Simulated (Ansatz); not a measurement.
# How fast states decay through Al2ZnSe2O2

Wanted: the relaxed cell of Al2ZnSe2O2, its band edges and its decay constants. It is built by putting O for S in the Al2ZnSe2S2 structure of space group C2, with the volume rescaled by atomic radii. The parent structure comes from the Materials Project.

Method: r2SCAN DFT, plane waves, PAW files, in the first sound run; inputs show where later runs differ, in Ansatz 0.2.0.

The structure was built from a prototype and need not be the compound's stable phase.

## 1. The structure

It takes space group C2 (No. 5, monoclinic). The conventional cell has a = 7.295 Å, b = 10.136 Å, c = 5.212 Å, α = 90.00°, β = 134.08°, γ = 90.00°. Al has 2 O at 2.17 Å and 2 Se at 2.29 Å nearest. Zn has 2 O at 2.27 Å and 2 Se at 2.36 Å nearest. Nearest to Se lie 2 Al at 2.29 Å and 1 Zn at 2.36 Å. Nearest to O lie 2 Al at 2.17 Å and 1 Zn at 2.27 Å. It derives from Al2ZnSe2S2. O for S in the Al2ZnSe2S2 structure of space group C2. Farther neighbours and most contacts between anions are not listed.

## 2. Cell and atoms at rest

The substituted atoms don't fit the parent's cell, so cell and atoms relax together. A small smearing keeps the run stable in case the gap closes on the way.

File input.yaml:

```yaml
crystal:
  lattice:
    - [3.6476806288, -5.0679987403, 0.0]
    - [3.6476806288, 5.0679987403, 0.0]
    - [-3.6258170823, 0.0, 3.7438417177]
  atoms:
    - { symbol: Al, position: [0.4950915, 0.5049085, 0.0] }
    - { symbol: Al, position: [0.255416, 0.744584, 0.5] }
    - { symbol: Zn, position: [0.995824, 0.004176, 0.0] }
    - { symbol: Se, position: [0.86347, 0.600246, 0.488171] }
    - { symbol: Se, position: [0.399754, 0.13653, 0.511829] }
    - { symbol: O, position: [0.606509, 0.866065, 0.987827] }
    - { symbol: O, position: [0.133935, 0.393491, 0.012173] }
kpoints:
  mp_grid: { grid: [6, 6, 6] }
scf:
  occupations: { method: gaussian, width: 0.03 }
hamiltonian:
  xc: r2scan
output:
  forces: true
  stress: true
relax:
  f_tol: 0.02
  max_steps: 60
  cell: {}
```

Command:

```bash
$ ansatz run input.yaml --threads 2 --pin off --max-ram 4096MiB --backend cpu --events-out ev --progress --plain --runs-dir out
```

Numbers of over 12 decimals in the logs are rounded to 6 here.

The log of the run:

```text
Engine: ansatz 0.2.0, x86_64-unknown-linux-gnu
Pseudopotentials: kind: paw
Pseudopotential: Al, paw, valence charge 3, recommended cutoff 500 eV (meta_gga), Al.paw.azcp
Pseudopotential: Zn, paw, valence charge 12, recommended cutoff 500 eV (meta_gga), Zn.paw.azcp
Pseudopotential: Se, paw, valence charge 16, recommended cutoff 500 eV (meta_gga), Se.paw.azcp
Pseudopotential: O, paw, valence charge 6, recommended cutoff 500 eV (meta_gga), O.paw.azcp
Functional definition: r2SCAN
  parameter k0 = 0.174
  parameter k1 = 0.065
  parameter a1 = 4.9479
  exchange = r2scan_x(k0 = k0, k1 = k1, a1 = a1)
  correlation = r2scan_c
Crystal: 7 atoms, lattice volume = 138.421 Å³
Basis set: ecut = 500 eV, 3539 PW (Γ), exchange–correlation on 192×192×160 points (64 copies of the dense FFT grid, shifted against one another)
Bands: 38, of which v1, the nominal top of the filled ones, is band 31 counted from 1 (30 counted from 0)
Symmetry: 2 space group operations
Space group: C2 (ITA 5), of the structure as read, at distance tolerance 5.2e-5 Å
k-points: 68 of 216 (time reversal used)
Non-local potential: Al, projectors of the file, l = 0: 2, l = 1: 2, l = 2: 1
Non-local potential: Zn, projectors of the file, l = 0: 2, l = 1: 2, l = 2: 3, l = 3: 1
Non-local potential: Se, projectors of the file, l = 0: 2, l = 1: 2, l = 2: 3, l = 3: 1
Non-local potential: O, projectors of the file, l = 0: 2, l = 1: 2, l = 2: 1
PAW form: soft (Blöchl's): semilocal exchange-correlation on the pseudo side does not see the compensation charge
PAW frozen core: Al, regenerated for the run's functional (the file was generated under x = pbe(κ = 0.804, μ = 0.219515), c = pbe(β = 0.066725))
PAW frozen core: Zn, regenerated for the run's functional (the file was generated under x = pbe(κ = 0.804, μ = 0.219515), c = pbe(β = 0.066725))
PAW frozen core: Se, regenerated for the run's functional (the file was generated under x = pbe(κ = 0.804, μ = 0.219515), c = pbe(β = 0.066725))
PAW frozen core: O, regenerated for the run's functional (the file was generated under x = pbe(κ = 0.804, μ = 0.219515), c = pbe(β = 0.066725))
PAW one-centre angular grid: Al, 302 points (default); XC on 160 Gauss nodes
PAW one-centre angular grid: Zn, 590 points (default); XC on 261 of its mesh's 2673 points in the sphere
PAW one-centre angular grid: Se, 590 points (default); XC on 160 Gauss nodes
PAW one-centre angular grid: O, 302 points (default); XC on 160 Gauss nodes
Initial density: superposition of atomic densities (neutral atoms: chi_scale 0, normalization atom), corrected by the library's trained network
Initial wavefunctions: pseudopotential atomic-orbital guess
Functional: x = r2scan, c = r2scan; τ floored in thin density (d = 2e-4 eV/Å³)
SCF iter   1: F=—  HF=-16503.048633 eV  |F-HF|=—  |Δ(HF+E_count)|=         —  Δρ=1.02e-2  dr2=1.42e-1  dr2_τ=8.50e-2  ethr=1.77e-3  ⟨swp⟩=6.7  Hψ=11518  notcnv=0  defer=3
preconditioner: auto → Resta (q_TF=auto, 2.386 Å⁻¹)  ε∞=4.3  [insulator: Δε(μ)=1.958 eV  Ē_g=11.323 eV  σ=0.030 eV  W_gap=1.00  n_scr=30 (ndim 8)  ℏωp=20.5 eV  f_vac=0.041  D(μ)=0.00/eV (n_scr^D=0)  ε∞_Penn≈4.3]
SCF iter   2: F=—  HF=-16503.109030 eV  |F-HF|=—  |Δ(HF+E_count)|=   6.04e-2  Δρ=4.17e-3  dr2=1.91e-2  dr2_τ=3.11e-3  ethr=2.28e-4  ⟨swp⟩=2.8  Hψ=5012  notcnv=0  defer=112
SCF iter   3: F=—  HF=-16503.106415 eV  |F-HF|=—  |Δ(HF+E_count)|=   2.62e-3  Δρ=2.50e-3  dr2=8.34e-3  dr2_τ=1.66e-4  ethr=3.07e-5  ⟨swp⟩=2.0  Hψ=3992  notcnv=0  defer=44
automatic band count: iteration 3 solves 37 bands in place of 38: the levels show a gap, and the empty bands left out lie too high to hold charge; the band table lists the bands solved (type scf.n_extra_bands for more)
SCF iter   4: F=—  HF=-16503.104943 eV  |F-HF|=—  |Δ(HF+E_count)|=   1.47e-3  Δρ=5.51e-4  dr2=3.06e-4  dr2_τ=1.74e-5  ethr=1.34e-5  ⟨swp⟩=2.0  Hψ=3992  notcnv=0  defer=44
SCF iter   5: F=—  HF=-16503.104905 eV  |F-HF|=—  |Δ(HF+E_count)|=   3.82e-5  Δρ=2.62e-4  dr2=8.15e-5  dr2_τ=6.49e-6  ethr=4.93e-7  ⟨swp⟩=2.0  Hψ=4580  notcnv=0  defer=44
SCF iter   6: F=—  HF=-16503.104923 eV  |F-HF|=—  |Δ(HF+E_count)|=   1.77e-5  Δρ=1.61e-4  dr2=4.01e-5  dr2_τ=3.56e-6  ethr=1.31e-7  ⟨swp⟩=2.0  Hψ=3992  notcnv=0  defer=43
SCF iter   7: F=—  HF=-16503.104916 eV  |F-HF|=—  |Δ(HF+E_count)|=   7.13e-6  Δρ=4.00e-5  dr2=3.49e-6  dr2_τ=8.43e-8  ethr=6.46e-8  ⟨swp⟩=3.0  Hψ=4997  notcnv=0  defer=43
SCF iter   8: F=—  HF=-16503.104916 eV  |F-HF|=—  |Δ(HF+E_count)|=   5.67e-7  Δρ=2.38e-5  dr2=1.07e-6  dr2_τ=4.11e-8  ethr=5.63e-9  ⟨swp⟩=2.0  Hψ=4066  notcnv=0  defer=43
SCF iter   9: F=-16503.104916 eV  HF=-16503.104916 eV  |F-HF|=2.85e-8  |Δ(HF+E_count)|=   2.57e-8  Δρ=6.24e-6  dr2=7.48e-8  dr2_τ=6.69e-10  ethr=1.61e-10  ⟨swp⟩=3.0  Hψ=9166  notcnv=0
SCF 1 converged in 9 iterations: F = -16503.104916 eV  dr2 = 7.48e-8
  greatest PAW one-centre occupation: 1.000 electrons in one spin orbital (limit 2), on the Se atom at site 4 (counted from 0), in its partial waves of l = 2
relax step   1: F+E_penalty+E_count = -16503.10491604 eV  Δ(F+E_penalty+E_count) = +0.000e0 eV  max|allowed force component| = 4.290e0 eV/Å  Δτ_max = 0.0000 Å  P = -8.742 GPa  Ω = 138.421 Å³  (9 SCF iters, dr2 threshold 1.00e-7 eV, accepted)
Crystal: 7 atoms, lattice volume = 129.794 Å³
Basis set: ecut = 500 eV, 3303 PW (Γ), exchange–correlation on 192×192×160 points (64 copies of the dense FFT grid, shifted against one another)
Initial density: handed on by an earlier stage of this run
Initial wavefunctions: those handed on with the density
iter 1 solved again at ethr=5.77e-4 eV; its pass at ethr=3.10e-3 eV (dr2=3.58e-1 eV) is discarded
SCF iter   1: F=—  HF=-16505.586504 eV  |F-HF|=—  |Δ(HF+E_count)|=         —  Δρ=2.45e-2  dr2=3.54e-1  dr2_τ=2.97e0  ethr=5.77e-4  ⟨swp⟩=1.0  Hψ=12757  notcnv=0
automatic band count: iteration 1 solves 36 bands in place of 38: the levels show a gap, and the empty bands left out lie too high to hold charge; the band table lists the bands solved (type scf.n_extra_bands for more)
preconditioner: auto → Resta (q_TF=auto, 2.412 Å⁻¹)  ε∞=4.5  [insulator: Δε(μ)=1.244 eV  Ē_g=11.274 eV  σ=0.030 eV  W_gap=1.00  n_scr=30 (ndim 8)  ℏωp=21.1 eV  f_vac=0.033  D(μ)=0.00/eV (n_scr^D=0)  ε∞_Penn≈4.5]
SCF iter   2: F=—  HF=-16505.708107 eV  |F-HF|=—  |Δ(HF+E_count)|=   1.22e-1  Δρ=9.77e-3  dr2=6.48e-2  dr2_τ=7.22e-3  ethr=5.71e-4  ⟨swp⟩=3.2  Hψ=4568  notcnv=0
SCF iter   3: F=—  HF=-16505.716792 eV  |F-HF|=—  |Δ(HF+E_count)|=   8.68e-3  Δρ=4.02e-3  dr2=1.79e-2  dr2_τ=1.38e-3  ethr=1.04e-4  ⟨swp⟩=2.2  Hψ=4432  notcnv=0  defer=68
[...]
SCF iter   7: F=—  HF=-16506.613720 eV  |F-HF|=—  |Δ(HF+E_count)|=   1.65e-5  Δρ=6.80e-5  dr2=6.72e-6  dr2_τ=1.98e-7  ethr=7.87e-8  ⟨swp⟩=3.0  Hψ=3729  notcnv=0  defer=68
SCF iter   8: F=—  HF=-16506.613721 eV  |F-HF|=—  |Δ(HF+E_count)|=   1.33e-6  Δρ=2.56e-5  dr2=1.43e-6  dr2_τ=4.01e-8  ethr=1.08e-8  ⟨swp⟩=2.0  Hψ=4488  notcnv=0  defer=68
SCF iter   9: F=-16506.613722 eV  HF=-16506.613722 eV  |F-HF|=4.70e-8  |Δ(HF+E_count)|=   4.33e-7  Δρ=7.17e-6  dr2=1.05e-7  dr2_τ=2.50e-9  ethr=1.13e-9  ⟨swp⟩=5.0  Hψ=11126  notcnv=0
SCF 3 converged in 9 iterations: F = -16506.613722 eV  dr2 = 1.05e-7
relax step   3: F+E_penalty+E_count = -16506.61372183 eV  Δ(F+E_penalty+E_count) = -8.946e-1 eV  max|allowed force component| = 1.421e0 eV/Å  Δτ_max = 0.1974 Å  P = +3.609 GPa  Ω = 120.729 Å³  energy of the carried Pulay correction = +2.752e-3 eV  (9 SCF iters, dr2 threshold 7.00e-7 eV, accepted)
[...]
relax step   4: F+E_penalty+E_count = -16506.73956510 eV  Δ(F+E_penalty+E_count) = -1.258e-1 eV  max|allowed force component| = 3.589e-1 eV/Å  Δτ_max = 0.0539 Å  P = -0.685 GPa  Ω = 125.387 Å³  energy of the carried Pulay correction = +1.992e-3 eV  (8 SCF iters, dr2 threshold 7.00e-7 eV, accepted)
[...]
relax step   5: F+E_penalty+E_count = -16506.76123780 eV  Δ(F+E_penalty+E_count) = -2.167e-2 eV  max|allowed force component| = 9.730e-2 eV/Å  Δτ_max = 0.0169 Å  P = -0.072 GPa  Ω = 124.771 Å³  energy of the carried Pulay correction = +2.091e-3 eV  (6 SCF iters, dr2 threshold 7.00e-7 eV, accepted)
[...]
relax step   6: F+E_penalty+E_count = -16506.76342047 eV  Δ(F+E_penalty+E_count) = -2.183e-3 eV  max|allowed force component| = 1.155e-1 eV/Å  Δτ_max = 0.0285 Å  P = +0.183 GPa  Ω = 124.179 Å³  energy of the carried Pulay correction = +2.186e-3 eV  (7 SCF iters, dr2 threshold 5.92e-7 eV, accepted)
[...]
relax step   7: F+E_penalty+E_count = -16506.76608414 eV  Δ(F+E_penalty+E_count) = -2.664e-3 eV  max|allowed force component| = 1.684e-2 eV/Å  Δτ_max = 0.0129 Å  P = +0.017 GPa  Ω = 124.574 Å³  energy of the carried Pulay correction = +2.122e-3 eV  (6 SCF iters, dr2 threshold 7.00e-7 eV, accepted)
[...]
relax step   8: F+E_penalty+E_count = -16506.76618059 eV  Δ(F+E_penalty+E_count) = -9.645e-5 eV  max|allowed force component| = 7.996e-3 eV/Å  Δτ_max = 0.0047 Å  P = +0.013 GPa  Ω = 124.676 Å³  energy of the carried Pulay correction = +2.106e-3 eV  (7 SCF iters, dr2 threshold 7.23e-9 eV, accepted)
Basis set: ecut = 500 eV, 3143 PW (Γ), exchange–correlation on 180×180×160 points (64 copies of the dense FFT grid, shifted against one another)
Initial wavefunctions: pseudopotential atomic-orbital guess (no wavefunctions were taken with the density)
iter 1 solved again at ethr=1.12e-7 eV; its pass at ethr=3.10e-3 eV (dr2=6.94e-5 eV) is discarded
SCF iter   1: F=—  HF=-16506.763274 eV  |F-HF|=—  |Δ(HF+E_count)|=         —  Δρ=2.56e-4  dr2=6.88e-6  dr2_τ=3.15e-5  ethr=1.12e-7  ⟨swp⟩=3.0  Hψ=17703  notcnv=0
preconditioner: auto → Resta (q_TF=auto, 2.428 Å⁻¹)  ε∞=4.1  [insulator: Δε(μ)=0.957 eV  Ē_g=12.337 eV  σ=0.030 eV  W_gap=1.00  n_scr=32 (ndim 8)  ℏωp=21.6 eV  f_vac=0.050  D(μ)=0.00/eV (n_scr^D=0)  ε∞_Penn≈4.1]
SCF iter   2: F=—  HF=-16506.763401 eV  |F-HF|=—  |Δ(HF+E_count)|=   1.27e-4  Δρ=1.36e-4  dr2=2.65e-6  dr2_τ=4.06e-6  ethr=1.11e-8  ⟨swp⟩=2.0  Hψ=3947  notcnv=0
SCF iter   3: F=—  HF=-16506.763447 eV  |F-HF|=—  |Δ(HF+E_count)|=   4.58e-5  Δρ=2.73e-5  dr2=3.33e-7  dr2_τ=8.17e-8  ethr=4.27e-9  ⟨swp⟩=2.0  Hψ=3960  notcnv=0
SCF iter   4: F=—  HF=-16506.763447 eV  |F-HF|=—  |Δ(HF+E_count)|=   1.65e-8  Δρ=3.18e-6  dr2=5.85e-9  dr2_τ=1.62e-9  ethr=5.38e-10  ⟨swp⟩=2.0  Hψ=3693  notcnv=0
SCF iter   5: F=—  HF=-16506.763447 eV  |F-HF|=—  |Δ(HF+E_count)|=   1.12e-8  Δρ=1.65e-6  dr2=1.14e-9  dr2_τ=4.71e-10  ethr=9.44e-12  ⟨swp⟩=2.0  Hψ=3985  notcnv=0
SCF iter   6: F=—  HF=-16506.763447 eV  |F-HF|=—  |Δ(HF+E_count)|=   2.43e-9  Δρ=6.91e-7  dr2=1.61e-10  dr2_τ=8.83e-11  ethr=1.83e-12  ⟨swp⟩=2.0  Hψ=3990  notcnv=0
SCF iter   7: F=-16506.763447 eV  HF=-16506.763447 eV  |F-HF|=0.00e0  |Δ(HF+E_count)|=  4.84e-10  Δρ=1.06e-7  dr2=9.04e-12  dr2_τ=2.10e-12  ethr=1.00e-12  ⟨swp⟩=4.0  Hψ=9179  notcnv=0
SCF 9 converged in 7 iterations: F = -16506.763447 eV  dr2 = 9.04e-12
relax step   9: F+E_penalty+E_count = -16506.76344714 eV  Δ(F+E_penalty+E_count) = +2.733e-3 eV  max|allowed force component| = 8.234e-3 eV/Å  Δτ_max = 0.0000 Å  P = +0.024 GPa  Ω = 124.676 Å³  stress off target by 4.37e-2 GPa  SCF on the basis re-selected at this cell (its energy is not comparable with the rows above)  (7 SCF iters)
basis re-selected at this cell: Δ(F+E_penalty+E_count) = +2.733e-3 eV, ΔP = +0.011 GPa vs the last step (what re-selecting the basis moved, of the pressure what is left beyond the Pulay correction that the steps carried, after the strain that the cell walked since its last selection, with what the two solves' SCF thresholds leave and, on support functions, any second-order correction that the steps lacked; it is no measure of the basis error at this ecutwfc). The dense FFT grid was sized anew with the basis: this SCF ran on 45×45×40 points, the steps before it on 48×48×40, so part of this shift can come from that change (see relax.cell in the input reference). [rest of the remark cut]
SCF converged after 7 iterations
Free energy (F): -16506.763447 eV
Harris-Foulkes:  -16506.763447 eV  (|F-HF|=0.00e0)
Internal energy: -16506.763447 eV  (E = F + TS)
E sigma→0 (E₀):  -16506.763447 eV
Fermi energy:    6.825945 eV
--- Per-component energies (eV) ---
  E_band       = -856.363149
  E_kinetic    = 775.247685
  E_local      = -8149.675927  (includes V_loc(G=0)·N_el)
  E_nonlocal   = -457.477151
  E_hartree    = 3784.629273
  E_xc         = -543.143265
  E_vxc        = -542.276300  (∫ρ·V_xc dr)
  E_paw        = -6969.031763  (= ΣΔE_a)
  E_vpaw       = -81.363066  (= ΣTr[D̂ρ^β])
  E_aug_tail   = 0.001575  (compensation charges beyond the density's cutoff)
  E_vtau       = 29.921603  (kinetic-family band-sum trace: ∫τ·v_τ [+ j·A + Jᵃ·Aᵃ] dr)
  E_ewald      = -4943.417618
  E_core_change = -3.896257  (= ΣΔE_core)
  E_smearing   = -0.000000  (= −TS)
  E_closure    = -0.000000  (closes the sum)
  Σ components = -16506.763447   (vs F -16506.763447, Δ=0.00e0)
--- Forces (eV/Å), atoms counted from 1 ---
  atom   1  Al     0.00000000     0.00185858    -0.00000000
  atom   2  Al     0.00000000    -0.00309704     0.00000000
  atom   3  Zn    -0.00000000    -0.00823421     0.00000000
  atom   4  Se     0.00097917     0.00275082     0.00377482
  atom   5  Se    -0.00097917     0.00275082    -0.00377482
  atom   6  O     -0.00663178     0.00198460    -0.00202922
  atom   7  O      0.00663178     0.00198460     0.00202922
  max |Σ_I F_I| component: 1.82e-6 eV/Å
--- Stress (GPa, compression-positive) ---
        0.042417       0.000000      -0.007931
        0.000000       0.033197      -0.000000
       -0.007884      -0.000000      -0.004892
  P = ⅓ Tr σ = 0.0236 GPa (0.236 kbar)
--- Relaxed structure (8 steps of the walk, 8 accepted, 1 SCFs on fresh bases) ---
  F+E_penalty+E_count = -16506.76344714 eV   max|allowed force component| = 8.234e-3 eV/Å   (the final SCF, on the basis selected at the relaxed cell)
  cell:  # Å, volume = 124.6761 Å³
    - [3.504318, -4.655017, 0.106405]
    - [3.504318, 4.655017, 0.106405]
    - [-3.374103, -7.842508604046369e-19, 3.719001]
  atoms:
    - { symbol: Al, position: [0.470211, 0.529789, 3.469446951953614e-18] }
    - { symbol: Al, position: [0.281423, 0.718577, 0.5] }
    - { symbol: Zn, position: [0.975632, 0.024368, 0.0] }
    - { symbol: Se, position: [0.860056, 0.601785, 0.491333] }
    - { symbol: Se, position: [0.398215, 0.139944, 0.508667] }
    - { symbol: O, position: [0.551473, 0.787011, 0.893457] }
    - { symbol: O, position: [0.212989, 0.448527, 0.106543] }
```

The job ended after 85 s (2 threads of AMD EPYC 9R45, shared host; peak memory 1 GiB).

Step by step:

```tsv
step	energy less that of the first step (eV)	largest force component (eV/Å)	pressure (GPa)	volume (Å³)
1	0.0000	4.2898	-8.74	138.42
2	-2.6142	2.3811	-6.78	129.79
3	-3.5088	1.4212	3.61	120.73
4	-3.6346	0.3589	-0.69	125.39
5	-3.6563	0.0973	-0.07	124.77
6	-3.6585	0.1155	0.18	124.18
7	-3.6612	0.0168	0.02	124.57
8	-3.6613	0.0080	0.01	124.68
9*	-3.6585	0.0082	0.02	124.68
```

Relaxation steps marked * repeat the geometry before them on a plane-wave basis chosen anew for their cell, so energy and pressure can jump there.

Forces are held to the 2 operations that the run works with; a distortion that breaks them can't arise in this run.

```tsv
cell as run	before	after	change
a (Å)	6.244	5.828	-6.7 %
b (Å)	6.244	5.828	-6.7 %
c (Å)	5.212	5.022	-3.7 %
α (°)	113.98	112.99	-0.9 %
β (°)	113.98	112.99	-0.9 %
γ (°)	108.51	106.03	-2.3 %
volume (Å³/atom)	19.77	17.81	-9.9 %
```

The atoms that moved most (Å, as changes of fractional coordinates times the final cell):

```tsv
atom	dx	dy	dz	length
O6	-0.151	-0.112	-0.365	0.411
O7	0.151	-0.112	0.365	0.411
Al2	0.000	-0.242	0.000	0.242
Al1	0.000	0.232	0.000	0.232
Zn3	0.000	0.188	0.000	0.188
Se5	0.017	0.023	-0.012	0.031
Se4	-0.017	0.023	0.012	0.031
```

Numbers from this step:

```yaml
free_energy: -16506.7634 eV
fermi_energy: 6.826 eV
pressure: 0.02357 GPa
```

The largest force component on a free atom ends at 0.0082 eV/Å.

[end of part 1 of 3]

[Logs are printed without paths, hosts, clocks, repeated set-up lines and the standing remarks that a program may print on its own settings, such as how far it seeks lower states.]

[Hosts, paths, dates, database ids (printed as entryN), source tags and the programs' standing remarks are cut or masked in the printed files.]
